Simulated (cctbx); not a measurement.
## Solving a structure by charge flipping

Cell a = 4.7970 Å, b = 4.7970 Å, c = 4.7970 Å, α = 90.00°, β = 90.00°, γ = 90.00°; space group Pm-3m (no. 221); content Hf3 Sr1.

Simulated single-crystal data (cctbx): Mo Kα, λ = 0.71073 Å, to d = 0.84 Å, 50 % of the full sphere, strongest reflection 40000 counts, noise from counting, a 4 % proportional error and a noise floor of 2 counts (s.d.); no absorption.

Charge flipping in P1 on normalised amplitudes to 0.9 Å, δ = 1.2 σ, 20 % of the reflections treated as weak, 100 cycles:

```text
cycle      R  skewness
    0  0.438     0.54
    8  0.331     3.34
   16  0.204     3.17
   24  0.203     3.00
   32  0.222     3.02
   40  0.214     2.89
   48  0.227     3.02
   56  0.232     2.93
   64  0.212     2.90
   72  0.199     2.88
   80  0.199     2.76
   88  0.213     2.94
   96  0.197     2.80
origin shift          correlation  skewness
 0.030  0.244  0.413      0.989      6.28
 0.030  0.744  0.913      0.989      6.44
 0.139  0.423  0.401      0.899      0.69
 0.138  0.923  0.401      0.900      0.61
taken: symmetry correlation 0.989, skewness 6.44
peak      x       y       z  mult  height/sigma
Q1    0.0000  0.5000  0.5000    3     13.3
Q2    0.0000  0.0000  0.0000    1      8.7
Q3    0.1775  0.3201  0.5000   24      0.6
Q4    0.0000  0.0000  0.2404    6      0.6
Q5    0.0000  0.3054  0.3054   12      0.5
Q6    0.1224  0.1224  0.4016   24      0.3
Q7    0.5000  0.5000  0.5000    1      0.2
```

The origin is taken among those within 0.04 of the best correlation, by the skewness of the map.

It took 1.4 s on 1 thread of Arm Neoverse N1 (shared host), peak memory 0.07 GiB.

Q: Assign the peaks.

Heights go roughly as Z and multiplicities must add up to the content. First model: Q1 = Hf1 (3 in the cell, height 13.3) and Q2 = Sr1 (1 in the cell, height 8.7). Against the true structure, Q1 is Hf and Q2 is Sr; the other peaks are not atoms.

Least squares on F², isotropic:

```text
Rint 0.033, 34 unique reflections to 0.85 A
cycle     R1     wR2    GooF  max shift (A)
   1  0.0747  0.1786  10.739   0.00000
   2  0.0061  0.0135   0.813   0.00000
final R1 0.0061 wR2 0.0135 GooF 0.813  parameters 2  data/parameter 17.0
atom        x        y        z      Ueq    occ   su(xyz)  su(Uiso or U11)
Hf1    0.00000  0.50000  0.50000   0.0109  1.000  0.00000  0.0002
Sr1    0.00000  0.00000  0.00000   0.0177  1.000  0.00000  0.0003
difference map: max 0.46 min -0.29 rms 0.11
Q1    0.5000  0.5000  0.5000    1    0.46  2.40 A from Hf1
Q2    0.1951  0.5000  0.5000    6    0.38  0.94 A from Hf1
Q3    0.0000  0.3317  0.5000   12    0.36  0.81 A from Hf1
Q4    0.0000  0.0000  0.1599    6    0.33  0.77 A from Sr1
Q5    0.1066  0.1066  0.1066    8    0.20  0.89 A from Sr1
```

Anisotropic refinement:

```text
Rint 0.033, 34 unique reflections to 0.85 A
cycle     R1     wR2    GooF  max shift (A)
   1  0.0060  0.0136   0.829   0.00000
   2  0.0060  0.0134   0.817   0.00000
final R1 0.0060 wR2 0.0134 GooF 0.817  parameters 3  data/parameter 11.3
atom        x        y        z      Ueq    occ   su(xyz)  su(Uiso or U11)
Hf1    0.00000  0.50000  0.50000   0.0109  1.000  0.00000  0.0002
Sr1    0.00000  0.00000  0.00000   0.0177  1.000  0.00000  0.0003
difference map: max 0.48 min -0.28 rms 0.11
Q1    0.5000  0.5000  0.5000    1    0.48  2.40 A from Hf1
Q2    0.1886  0.5000  0.5000    6    0.38  0.90 A from Hf1
Q3    0.0000  0.3267  0.5000   12    0.35  0.83 A from Hf1
Q4    0.0000  0.0000  0.1590    6    0.33  0.76 A from Sr1
Q5    0.1043  0.1043  0.1043    8    0.20  0.87 A from Sr1
Q6    0.1207  0.1207  0.3751   24    0.15  1.98 A from Sr1
```

**Reading.** The refinement ends at R1 = 0.0060, wR2 = 0.0134, GooF = 0.82, with difference density between -0.28 and 0.48 e/Å³. Every site matches the true model in element, within 0.001 Å r.m.s., up to an allowed shift of origin.

True model:

| atom | mult. | x | y | z | Ueq (Å²) |
| --- | --- | --- | --- | --- | --- |
| Hf1 | 3 | 1/2 | 1/2 | 0 | 0.0110 |
| Sr1 | 1 | 0 | 0 | 0 | 0.0179 |

The model is made up (kin elements in a known structure type, no relaxation), so it says nothing on whether the phase exists.

[Middle refinement cycles are left out of these outputs.]

[Logs are printed without paths, hosts, clocks, repeated set-up lines and the standing remarks that a program may print on its own settings, such as how far it seeks lower states.]
